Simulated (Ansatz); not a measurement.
# ZnPIrO, from a guessed structure to a relaxed one, part 2 of 2

Starting from a made-up structure for ZnPIrO, the aim is the relaxed cell, its shortest contacts and, where a second run follows, its electronic structure.

Ansatz 0.2.0; DFT, PBE, plane-wave PAW, files of the set soft_1, scalar-relativistic, no spin, cell and ions relaxed at zero pressure; PAW set soft_1 (the session's first sound run).

So far: Starting point; Relaxing cell and atoms. The relaxed cell has a = 3.834, c = 25.234 Å (conventional setting).

### Step 3. Electronic structure of the relaxed cell

With the geometry fixed, one more self-consistent run, with a narrower smearing and the mesh shown in its input, gives the bands, and its pressure, and its forces where symmetry allows any, show how far the geometry depends on these settings.

This step: DFT, PBE, plane-wave PAW, files of the set soft_1, scalar-relativistic, no spin, bands and density of states at the relaxed cell; PAW set soft_1 (Ansatz 0.2.0).

Input file input.yaml:

```yaml
crystal:
  lattice:
    - [1.9171048704, 1.106841013, 8.4114006829]
    - [-1.9171048704, 1.106841013, 8.4114006829]
    - [0.0, -2.213682026, 8.4114006829]
  atoms:
    - { symbol: Ir, position: [0.3912437911, 0.3912437911, 0.3912437911] }
    - { symbol: Ir, position: [0.6087562089, 0.6087562089, 0.6087562089] }
    - { symbol: Zn, position: [0.8050319194, 0.8050319194, 0.8050319194] }
    - { symbol: Zn, position: [0.1949680806, 0.1949680806, 0.1949680806] }
    - { symbol: P, position: [0.9107323666, 0.9107323666, 0.9107323666] }
    - { symbol: P, position: [0.0892676334, 0.0892676334, 0.0892676334] }
    - { symbol: O, position: [0.3077563243, 0.3077563243, 0.3077563243] }
    - { symbol: O, position: [0.6922436757, 0.6922436757, 0.6922436757] }
kpoints:
  mp_grid: { grid: [10, 10, 10] }
  band_path:
    path:
      - [[0.0, 0.0, 0.0], [0.5, 0.0, 0.0], [0.5, 0.1782103, -0.1782103]]
      - [[0.8217897, 0.5, 0.1782103], [0.5, 0.5, 0.5], [0.0, 0.0, 0.0], [0.33910515, 0.0, -0.33910515]]
      - [[0.66089485, 0.33910515, 0.0], [0.5, 0.5, 0.0], [0.66089485, 0.66089485, 0.1782103], [0.5, 0.5, 0.5]]
      - [[0.5, 0.0, 0.0], [0.8217897, 0.33910515, 0.33910515]]
    npoints: 8
scf:
  occupations: { method: fermi_dirac, width: 0.03 }
  n_extra_bands: 12
hamiltonian:
  xc: pbe
  pseudopotentials: { kind: paw, azcp: { folder: soft_1 } }
output:
  forces: true
  stress: true
  write_bands: true
  dos: { projected: true }
  write_density: true
  write_potential: true
  elf: true
  volumetric_format: npy
```

On the command line:

```
$ ansatz run input.yaml --threads 4 --pin off --max-ram 10240MiB --backend cpu --events-out ev --progress --plain --runs-dir out
```

Numbers of over 12 decimals in the logs are rounded to 6 here.

The log of the run:

```text
[...]
Crystal: 8 atoms, lattice volume = 107.090 Å³
Basis set: ecut = 420 eV, 2081 PW (Γ), FFT grids on a1−a2, a2, −a2+a3, exchange–correlation on 54×120×54 points (8 copies of the dense FFT grid, shifted against one another)
Bands: 52, of which v1, the nominal top of the filled ones, is band 40 counted from 1 (39 counted from 0)
Symmetry: 12 space group operations
[...]
k-points: 116 of 1000
[...]
SCF iter   1: F=—  HF=-33159.054266 eV  |F-HF|=—  |Δ(HF+E_count)|=         —  Δρ=1.69e-1  dr2=6.18e1  ethr=3.10e-3  ⟨swp⟩=7.9  Hψ=29959  notcnv=0  defer=45
[...]
SCF iter  12: F=-33153.664158 eV  HF=-33153.664158 eV  |F-HF|=2.36e-8  |Δ(HF+E_count)|=   6.58e-8  Δρ=5.54e-6  dr2=2.87e-8  ethr=1.25e-10  ⟨swp⟩=19.0  Hψ=47258  notcnv=0
SCF 1 converged in 12 iterations: F = -33153.664158 eV  dr2 = 2.87e-8
[...]
NSCF: frozen V_eff on 76 k-points
SCF converged after 12 iterations
Free energy (F): -33153.664158 eV
[...]
Internal energy: -33153.655437 eV  (E = F + TS)
E sigma→0 (E₀):  -33153.659798 eV
Entropy (-TS):   -0.008721 eV (-1.090 meV/atom)
Fermi energy:    13.667564 eV
[...]
--- Forces (eV/Å), atoms counted from 1 ---
  atom   1  Ir    -0.00000000    -0.00000000     0.03390090
  atom   2  Ir     0.00000000     0.00000000    -0.03390090
  atom   3  Zn     0.00000000    -0.00000000     0.01801577
  atom   4  Zn     0.00000000     0.00000000    -0.01801577
  atom   5  P     -0.00000000    -0.00000000    -0.05641009
  atom   6  P      0.00000000     0.00000000     0.05641009
  atom   7  O      0.00000000     0.00000000    -0.02289399
  atom   8  O     -0.00000000    -0.00000000     0.02289399
  max |Σ_I F_I| component: 6.94e-18 eV/Å
--- Stress (GPa, compression-positive) ---
        0.009416      -0.000000      -0.000000
       -0.000000       0.009416       0.000000
       -0.000000       0.000000      -0.121465
  P = ⅓ Tr σ = -0.0342 GPa (-0.342 kbar)
--- Band table (eV; the first three rows and the last of 116) ---
  k-point 0: bands = [... 36 lower, 12.5507, 12.5507, 13.3204, 14.8333, 15.2390, 15.7115, 15.7115, 15.9979, ... 8 higher]
  k-point 1: bands = [... 36 lower, 12.4062, 12.6203, 13.4359, 14.4280, 14.9780, 15.1443, 15.3624, 16.4758, ... 8 higher]
  k-point 2: bands = [... 36 lower, 12.1846, 12.6309, 13.0072, 13.7985, 14.7274, 14.8204, 15.0472, 16.4202, ... 8 higher]
  k-point 115: bands = [... 36 lower, 12.4259, 12.4259, 13.0436, 14.6232, 15.7064, 15.7064, 16.0930, 16.8322, ... 8 higher]
```

The job ended after 18 s (4 threads of Intel Xeon 6975P-C (Granite Rapids), shared host; peak memory 0.85 GiB).

This step gave:

```yaml
free_energy: -33153.6642 eV
energy_at_zero_smearing: -33153.6598 eV
smearing_term_ts: 0.008721 eV
pressure: -0.03421 GPa
```

bands.tsv at the labelled points (eV, zero at the Fermi level; the bands that come nearest the Fermi level along the path):

```
point  band 37  band 38  band 39  band 40  band 41  band 42  band 43  band 44
    Γ    -1.12    -1.12    -0.35     1.17     1.57     2.04     2.04     2.33
    L    -1.97    -1.31    -1.05    -0.51     0.75     0.96     0.98     1.64
   B1    -1.79    -1.49    -1.12    -0.78     0.19     0.41     1.43     1.81
    B    -1.79    -1.49    -1.12    -0.78     0.19     0.41     1.43     1.81
    Z    -1.24    -1.24    -0.62     0.96     2.04     2.04     2.43     3.16
    Γ    -1.12    -1.12    -0.35     1.17     1.57     2.04     2.04     2.33
    X    -1.76    -1.52    -1.05    -0.82     0.26     0.38     1.42     1.78
    Q    -1.76    -1.52    -1.05    -0.82     0.26     0.38     1.42     1.78
    F    -1.95    -1.95    -0.60    -0.55     0.53     0.79     1.47     1.78
   P1    -1.94    -1.84    -0.82    -0.36     0.63     0.84     1.18     1.86
    Z    -1.24    -1.24    -0.62     0.96     2.04     2.04     2.43     3.16
    L    -1.97    -1.31    -1.05    -0.51     0.75     0.96     0.98     1.64
    P    -1.94    -1.84    -0.82    -0.36     0.63     0.84     1.18     1.86
```

Counts of states for the cell as run, both spins, by energy window (eV from the Fermi level):

```csv
from,to,total
-8,-7,16.18
-7,-6,5.65
-6,-5,4.38
-5,-4,4.74
-4,-3,5.56
-3,-2,5.45
-2,-1,5.15
-1,0,3.08
0,1,3.34
1,2,4.20
2,3,2.99
3,4,2.84
4,5,1.90
5,6,3.09
```

Below -8 eV lie 29.7 more states.

Force by atom:

```
atom  x (eV/Å)  y (eV/Å)  z (eV/Å)    size
 Ir1    0.0000    0.0000    0.0339  0.0339
 Ir2    0.0000    0.0000   -0.0339  0.0339
 Zn3    0.0000    0.0000    0.0180  0.0180
 Zn4    0.0000    0.0000   -0.0180  0.0180
  P5    0.0000    0.0000   -0.0564  0.0564
  P6    0.0000    0.0000    0.0564  0.0564
  O7    0.0000    0.0000   -0.0229  0.0229
  O8    0.0000    0.0000    0.0229  0.0229
```

ELF in the ac plane of the cell as run, not the conventional one, at fractional y = 0.089, with atoms of P within 0.2 Å of it. It is the smooth field of the valence electrons, not physical close to the nuclei.

Values, 13 rows by 16 columns, each cell a mean:
```
0.10 0.41 0.61 0.53 0.66 0.57 0.33 0.25 0.23 0.40 0.65 0.70 0.65 0.38 0.10 0.02
0.02 0.07 0.32 0.64 0.76 0.70 0.46 0.25 0.24 0.29 0.47 0.68 0.70 0.73 0.51 0.14
0.14 0.03 0.06 0.22 0.46 0.59 0.54 0.33 0.18 0.20 0.27 0.45 0.67 0.69 0.72 0.52
0.43 0.12 0.06 0.07 0.17 0.28 0.34 0.36 0.25 0.17 0.18 0.24 0.41 0.63 0.70 0.69
0.59 0.31 0.14 0.19 0.13 0.14 0.21 0.26 0.30 0.23 0.17 0.18 0.22 0.34 0.52 0.65
0.46 0.41 0.20 0.24 0.44 0.27 0.14 0.19 0.26 0.30 0.26 0.18 0.18 0.23 0.28 0.34
0.20 0.24 0.24 0.15 0.37 0.64 0.43 0.16 0.17 0.24 0.28 0.32 0.26 0.21 0.25 0.22
0.20 0.14 0.15 0.16 0.14 0.40 0.70 0.54 0.18 0.16 0.22 0.32 0.48 0.46 0.35 0.29
0.36 0.17 0.06 0.08 0.14 0.13 0.32 0.62 0.53 0.18 0.15 0.25 0.47 0.69 0.66 0.54
0.65 0.45 0.17 0.03 0.05 0.13 0.13 0.20 0.40 0.38 0.14 0.12 0.29 0.62 0.75 0.62
0.24 0.60 0.54 0.21 0.05 0.05 0.15 0.18 0.17 0.19 0.17 0.07 0.08 0.28 0.64 0.52
0.30 0.08 0.51 0.61 0.28 0.13 0.12 0.19 0.32 0.32 0.21 0.10 0.04 0.04 0.22 0.56
0.48 0.38 0.12 0.49 0.62 0.34 0.21 0.18 0.27 0.52 0.57 0.44 0.20 0.05 0.02 0.14
```
Columns run along a (8.7 Å), rows up along c (8.7 Å). Atoms in or near the plane, at fractional coordinates: P at (0.09, 0.09).

Valence density in the ac plane of the cell as run, not the conventional one, at fractional y = 0.089, with atoms of P within 0.2 Å of it. It is the smooth field of the valence electrons, not physical close to the nuclei.

Ten steps, logarithmic in the rise over the least value, from '_' (0.02 × 1e0 e/Å³) to '@' (9.90 × 1e0 e/Å³), each cell a mean:
```
__..--========--::::::::::::----====--::..______
____..--========--::::::::::::--======--::..____
______..--======--::::::::::::::--========::..__
________..----==----::::::::::::::--========::..
..______..::--------::::::::::::::::--======--::
::..______..::--------::::::::::::::::--======--
--::..______..::------::::::::--::::::::--======
--::::..........::------::::::----::::::::--====
----::::::::....::--------::::::----::::::::----
----::::::::::::..::--====--::::::::::::::::::--
::::::::::::----::::::--====--::::::::::::::::::
--::::::::::--====--::::--====--::::::::::::::::
------::::..::--====--::::--==----::::::::::::::
--====--::....::==++==--::::----------::::::::::
::==++++==::....--==++==--::::------------::::::
::--++####++::....--======::..::::------------::
::::--**%%%%++--....::--==--::....::----======--
----::==##@@@@++::....::----::......::----======
==------==##@@%%++::....::::::::..__..::--======
----==----==##%%##==::::::::::::..____....--====
--::--==----==**##++--::::::::::..________..--==
--::..--==--::--++++==--::::::::::..________..--
----::::------::--====--::::----::::..________..
..--------==--::::::------::--------::..________
```
Columns run along a (8.7 Å), rows up along c (8.7 Å). Atoms in or near the plane, at fractional coordinates: P at (0.09, 0.09).

Electrostatic potential energy in the ac plane of the cell as run, not the conventional one, at fractional y = 0.089, with atoms of P within 0.2 Å of it. With pseudopotentials it is smooth inside the atoms' cores, unlike the true potential.

Values in eV, 13 rows by 16 columns, each cell a mean:
```
 17  11 -11 -29 -13   9  13  12  12  11   3  -9   0  13  17  18
 18  17  14   5  -5   3  11  13  12  13  12  -1 -21 -10  10  16
 16  18  17  16  12   9  11  13  11  10  13  13  -1 -22 -14   8
 10  16  18  17  15  11  10  13  13   9   7  12  14   5 -11  -7
  5  12  16  17  17  14   9   7  12  13   9   6  12  14  10   3
 10  11  14  16  16  16  14   6   3  10  13  11   9  12  13  12
  6   8  13  15  15  12  14  14   7   3  10  13  13  12  12  11
  3 -14  -6  11  15  14   9  13  15  10   7  10  12  12  13  13
 12  -7 -32 -23   5  15  15  11  15  16  14  12  10   6   4  10
  1  11  -9 -34 -31  -1  14  16  15  16  17  16  14   8 -12 -18
-33 -12   9  -4 -31 -31  -2  13  15  16  17  18  17  15   4 -27
-29 -36 -21   7   5 -17 -20   4  12  12  14  17  18  18  16   3
  5 -24 -36 -23   8  11   3   1  10   9   6  10  15  17  18  16
```
Columns run along a (8.7 Å; values clipped at the 3rd and 97th percentile), rows up along c (8.7 Å). Atoms in or near the plane, at fractional coordinates: P at (0.09, 0.09).

### Step 4. Summary of results

- space group, relaxed: R-3m
- conventional cell: a = 3.834, b = 3.834, c = 25.234 Å; α = 90.0°, β = 90.0°, γ = 120.0°
- volume per atom: 13.39 Å³ (guess 13.56)

**Reading.** ZnPIrO relaxes to R-3m with a = 3.834, b = 3.834 and c = 25.234 Å. The guessed volume was near the relaxed one. The space group R-3m was held in the relaxation, so the end point is a stationary structure within it and may be a saddle against distortions or other arrangements. Bands cross the Fermi level, so it is a metal or semimetal at this level. On the 10×10×10 mesh with the narrower smearing (relaxed on 8×8×8) the largest force component is 0.056 eV/Å and the largest stress component is 0.121 GPa, against the relaxation's thresholds of 0.015 eV/Å and 0.05 GPa. The cutoff wasn't tested. A vector of the cell changed its length by 9 %, more than the volume shows. Spin-orbit coupling is left out, which can matter for elements this heavy. No dispersion term is used, so weakly bound directions may come out too long. The runs have no spin, and magnetism wasn't tested. Nothing here tests whether the compound is stable against decomposition.

[Logs are printed without paths, hosts, clocks, repeated set-up lines and the standing remarks that a program may print on its own settings, such as how far it seeks lower states.]

[Hosts, paths, dates, database ids (printed as entryN), source tags and the programs' standing remarks are cut or masked in the printed files.]
